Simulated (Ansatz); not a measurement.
**How many bands does the GW gap of LaInO3 (Pnma) need?**

How do accuracy and time trade against each other in G0W0 on LaInO3 (Pnma)?

Program: Ansatz 0.2.0. Level of theory: G0W0 on r2SCAN, plane waves, PAW. Results are calculated unless marked as measured.

Report form: the programs' logs are mostly left out.

## (1) The structure

The structure is orthorhombic, space group Pnma (No. 62). Conventional cell: a = 5.940 Å, b = 8.216 Å, c = 5.723 Å, α = 90.00°, β = 90.00°, γ = 90.00°. Nearest to La lie 8 O at 2.38 to 2.94 Å. In has 6 O at 2.16 to 2.17 Å nearest. Nearest to O lie 2 In at 2.17 Å and 2 La at 2.38 to 2.50 Å. Nearest to O lie 2 In at 2.16 to 2.17 Å and 3 La at 2.40 to 2.94 Å. Farther neighbours and most contacts between anions are not listed.

Geometry: measured cell, ions relaxed with r2SCAN. The runs that relaxed it are not among those shown. Spin-orbit coupling is left out unless a step names it. The default PAW set here is soft_2. Its files were made with PBE.

## (2) 154 empty bands, screening to 39 eV

Now the one-shot GW correction: screening in the RPA, then the self-energy of the levels asked for.

input.yaml reads:

```yaml
crystal:
  lattice:
    - [5.9404, 0.0, 0.0]
    - [0.0, 8.2158, 0.0]
    - [0.0, 0.0, 5.7229]
  atoms:
    - { symbol: La, position: [0.9463878522, 0.25, 0.0153056097] }
    - { symbol: La, position: [0.5536121478, 0.75, 0.5153056097] }
    - { symbol: La, position: [0.4463878522, 0.25, 0.4846943903] }
    - { symbol: La, position: [0.0536121478, 0.75, 0.9846943903] }
    - { symbol: In, position: [0.0, 0.0, 0.5] }
    - { symbol: In, position: [0.5, 0.0, 0.0] }
    - { symbol: In, position: [0.5, 0.5, 0.0] }
    - { symbol: In, position: [0.0, 0.5, 0.5] }
    - { symbol: O, position: [0.0443817441, 0.25, 0.6126999622] }
    - { symbol: O, position: [0.4556182559, 0.75, 0.1126999622] }
    - { symbol: O, position: [0.5443817441, 0.25, 0.8873000378] }
    - { symbol: O, position: [0.9556182559, 0.75, 0.3873000378] }
    - { symbol: O, position: [0.1980525852, 0.0593550042, 0.1955759518] }
    - { symbol: O, position: [0.3019474148, 0.9406449958, 0.6955759518] }
    - { symbol: O, position: [0.6980525852, 0.4406449958, 0.3044240482] }
    - { symbol: O, position: [0.8019474148, 0.5593550042, 0.8044240482] }
    - { symbol: O, position: [0.8019474148, 0.9406449958, 0.8044240482] }
    - { symbol: O, position: [0.6980525852, 0.0593550042, 0.3044240482] }
    - { symbol: O, position: [0.3019474148, 0.5593550042, 0.6955759518] }
    - { symbol: O, position: [0.1980525852, 0.4406449958, 0.1955759518] }
kpoints:
  mp_grid: { grid: [2, 2, 2] }
hamiltonian:
  xc: r2scan
scf:
  occupations: { method: fixed }
gw:
  n_empty_bands: 154
  ecut_chi: 39
  qp_bands: [v4, c4]
  qp_kpoints: band_edges
  screening: { model: contour_deformation }
```

Launch:

```console
$ ansatz run input.yaml --threads 24 --pin off --max-ram 82944MiB --backend cuda --events-out ev --progress --plain --runs-dir out --devices 1 --max-vram 78GiB
```

The job ended after 4.6 s (1 × NVIDIA GB200 (shared by 2 runs) with 24 threads of Arm Neoverse V2, shared host; peak memory 2 GiB).

Numbers from this step:

* bands summed: 238
* RPA ε∞ on this mesh (eigenvalues): 4.112, 4.232, 4.342
* plane waves in the screening matrix: 147
* q-points in the mesh: 8
* G0W0 gap on the mesh: 4.753 eV
* k of the valence top: 0, 0, 0
* k of the conduction bottom: 0, 0, 0
* starting gap on the mesh: 3.554 eV
* Z at the valence top: 0.7857
* Z at the conduction bottom: 0.8340
* least direct G0W0 gap on the computed points: 4.753 eV

The gap on the mesh goes from 3.55 eV to 4.75 eV, a correction of +1.20 eV. Between the two edge states, bare exchange in place of the xc potential would open the gap by 8.58 eV, and correlation takes back 7.38 eV.

## (3) 436 empty bands, screening to 78 eV

Another rung: the empty bands reach about as high as the screening cutoff, so the two stay in balance.

input.yaml: that of step 2 with these lines changed.

```diff
@@ -33,4 +33,4 @@
 gw:
-  n_empty_bands: 154
-  ecut_chi: 39
+  n_empty_bands: 436
+  ecut_chi: 78
   qp_bands: [v4, c4]
```

The job ended after 7.8 s (1 × NVIDIA GB200 (shared by 2 runs) with 24 threads; peak memory 2.7 GiB).

Numbers from this step:

- bands summed: 520
- RPA ε∞ on this mesh (eigenvalues): 4.153, 4.275, 4.377
- plane waves in the screening matrix: 431
- q-points in the mesh: 8
- G0W0 gap on the mesh: 4.442 eV
- k of the valence top: 0, 0, 0
- k of the conduction bottom: 0, 0, 0
- starting gap on the mesh: 3.554 eV
- Z at the valence top: 0.7779
- Z at the conduction bottom: 0.8282
- least direct G0W0 gap on the computed points: 4.442 eV

Against the run with 2×2×2 mesh, 154 empty bands, screening to 39 eV, the gap moves by −0.31 eV.

## (4) 940 empty bands, screening to 130 eV

input.yaml: that of step 3 with these lines changed.

```diff
@@ -33,4 +33,4 @@
 gw:
-  n_empty_bands: 436
-  ecut_chi: 78
+  n_empty_bands: 940
+  ecut_chi: 130.0
   qp_bands: [v4, c4]
```

Run time: 18 s. Hardware: 1 × NVIDIA GB200 (shared by 2 runs) with 24 threads; peak memory 4.3 GiB; 57 s of CPU time.

This step gave:

```yaml
bands_summed: 1024
rpa_eps_infinity_on_this_mesh_eigenvalues: 4.120, 4.235, 4.342
plane_waves_in_the_screening_matrix: 951
g0w0_gap_on_the_mesh: 4.528 eV
k_of_the_valence_top: 0, 0, 0
k_of_the_conduction_bottom: 0, 0, 0
starting_gap_on_the_mesh: 3.554 eV
least_direct_g0w0_gap_on_the_computed_points: 4.528 eV
```

Against the run with 2×2×2 mesh, 436 empty bands, screening to 78 eV, the gap moves by +0.09 eV.

## (5) Changing the frequency model: 2×2×2 mesh, 436 empty bands, screening to 78 eV, plasmon pole

A plasmon pole stands in for the full frequency dependence of the screening; this run shows what that costs in accuracy. Bands and cutoff differ from the step before, so it is read against an earlier run that matches them.

input.yaml: that of step 4 with these lines changed.

```diff
@@ -33,6 +33,6 @@
 gw:
-  n_empty_bands: 940
-  ecut_chi: 130.0
+  n_empty_bands: 436
+  ecut_chi: 78
   qp_bands: [v4, c4]
   qp_kpoints: band_edges
-  screening: { model: contour_deformation }
+  screening: { model: godby_needs }
```

The job ended after 9.5 s (1 × NVIDIA GB200 (shared by 2 runs) with 24 threads; peak memory 2.8 GiB).

Numbers from this step:

```yaml
bands_summed: 520
plasmon_pole_fit_frequency: 28.80 eV
rpa_eps_infinity_on_this_mesh_eigenvalues: 4.153, 4.275, 4.377
plane_waves_in_the_screening_matrix: 431
g0w0_gap_on_the_mesh: 4.436 eV
k_of_the_valence_top: 0, 0, 0
k_of_the_conduction_bottom: 0, 0, 0
starting_gap_on_the_mesh: 3.554 eV
least_direct_g0w0_gap_on_the_computed_points: 4.436 eV
```

Against the run with 2×2×2 mesh, 436 empty bands, screening to 78 eV, the gap moves by −0.007 eV.

## (6) Changing the files: 2×2×2 mesh, 436 empty bands, screening to 78 eV, hard PAW files

Other atomic data (hard PAW) test the pseudisation: the cutoff goes from 500 to 1050 eV and the valence electrons from 168 to 200, which opens shells that were frozen.

input.yaml: that of step 5 with these lines changed.

```diff
@@ -30,2 +30,3 @@
   xc: r2scan
+  pseudopotentials: { kind: paw, source: ansatz }
 scf:
@@ -37,2 +38,2 @@
   qp_kpoints: band_edges
-  screening: { model: godby_needs }
+  screening: { model: contour_deformation }
```

Run time: 19 s. Hardware: 1 × NVIDIA GB200 (shared by 2 runs) with 24 threads; peak memory 6.8 GiB; 58 s of CPU time.

This step gave:

```yaml
bands_summed: 536
rpa_eps_infinity_on_this_mesh_eigenvalues: 4.149, 4.271, 4.372
plane_waves_in_the_screening_matrix: 431
g0w0_gap_on_the_mesh: 4.425 eV
k_of_the_valence_top: 0, 0, 0
k_of_the_conduction_bottom: 0, 0, 0
starting_gap_on_the_mesh: 3.571 eV
least_direct_g0w0_gap_on_the_computed_points: 4.425 eV
```

Against the run with 2×2×2 mesh, 436 empty bands, screening to 78 eV, the gap moves by −0.017 eV.

## (7) Side by side

Times are wall times on 1 × NVIDIA GB200 (shared by 2 runs) with 24 threads of Arm Neoverse V2, shared host, good to a factor of about two.

| mesh | files | frequency | bands summed | cutoff (eV) | start (eV) | G0W0 (eV) | time | host memory (GiB) |
| --- | --- | --- | --- | --- | --- | --- | --- | --- |
| 2×2×2 | default PAW | contour deformation | 238 | 39 | 3.554 | 4.753 | 4.6 s | 2.0 |
| 2×2×2 | default PAW | contour deformation | 520 | 78 | 3.554 | 4.442 | 7.8 s | 2.7 |
| 2×2×2 | default PAW | contour deformation | 1024 | 130 | 3.554 | 4.528 | 18 s | 4.3 |
| 2×2×2 | default PAW | plasmon pole | 520 | 78 | 3.554 | 4.436 | 9.5 s | 2.8 |
| 2×2×2 | hard PAW | contour deformation | 536 | 78 | 3.571 | 4.425 | 19 s | 6.8 |

The parts of the quasiparticle energy at the two band edges (eV; QP = start + Σx + Σc − Vxc):

| run | edge | start | Σx | Σc | Vxc | Z | QP |
| --- | --- | --- | --- | --- | --- | --- | --- |
| 238 bands | valence top | 9.79 | -27.49 | 4.41 | -23.14 | 0.79 | 9.85 |
| 238 bands | conduction bottom | 13.35 | -12.52 | -2.97 | -16.74 | 0.83 | 14.60 |
| 520 bands | valence top | 9.79 | -27.49 | 4.31 | -23.14 | 0.78 | 9.75 |
| 520 bands | conduction bottom | 13.35 | -12.52 | -3.38 | -16.74 | 0.83 | 14.19 |
| 1024 bands | valence top | 9.79 | -27.49 | 4.03 | -23.14 | 0.77 | 9.47 |
| 1024 bands | conduction bottom | 13.35 | -12.52 | -3.57 | -16.74 | 0.82 | 14.00 |

## (8) What came out

```json
{"238 bands, 39 eV": "4.753 eV", "520 bands, 78 eV": "4.442 eV", "1024 bands, 130 eV": "4.528 eV", "mesh and start": "2×2×2, r2SCAN"}
```

In words: From 238 to 1024 bands the gap moves by −0.22 eV while the time grows 3.9-fold. Σc changes by −0.38 eV at the valence top and −0.61 eV at the conduction bottom, so the levels themselves move more than the gap between them. The gap turns back along the series, so no limit is drawn from it. The plasmon-pole model gives −0.01 eV against contour deformation, 1 % of the correction, and saved no time in this program. Hard PAW files move the gap by −0.02 eV at equal bands and cutoff, +0.02 eV of it in the start. The 2×2×2 mesh is coarse for this cell (its supercell is 11 Å along the shortest edge). The RPA ε∞ on it, from the r2SCAN start, is 4.12, 4.23 and 4.34; such meshes misread the long-range screening, most where the gap is narrow. Empty 4f levels lie among the conduction bands. Their place in the start is unsure; it enters the screening, and the edge itself where they lie low. The many-body steps are scalar-relativistic: spin-orbit coupling is not in them.

[Paths, hosts, dates, memory and timing lines, banners, echoed tables and standing remarks are left out of the program output.]

[Logs are printed without paths, hosts, clocks, repeated set-up lines and the standing remarks that a program may print on its own settings, such as how far it seeks lower states.]

[Runs of the session that timed out or met a known fault of the program may be left out.]

[Cells called generated may have been cut or substituted from an entry of the Crystallography Open Database or the Materials Project.]

[Hosts, paths, dates, database ids (printed as entryN), source tags and the programs' standing remarks are cut or masked in the printed files.]
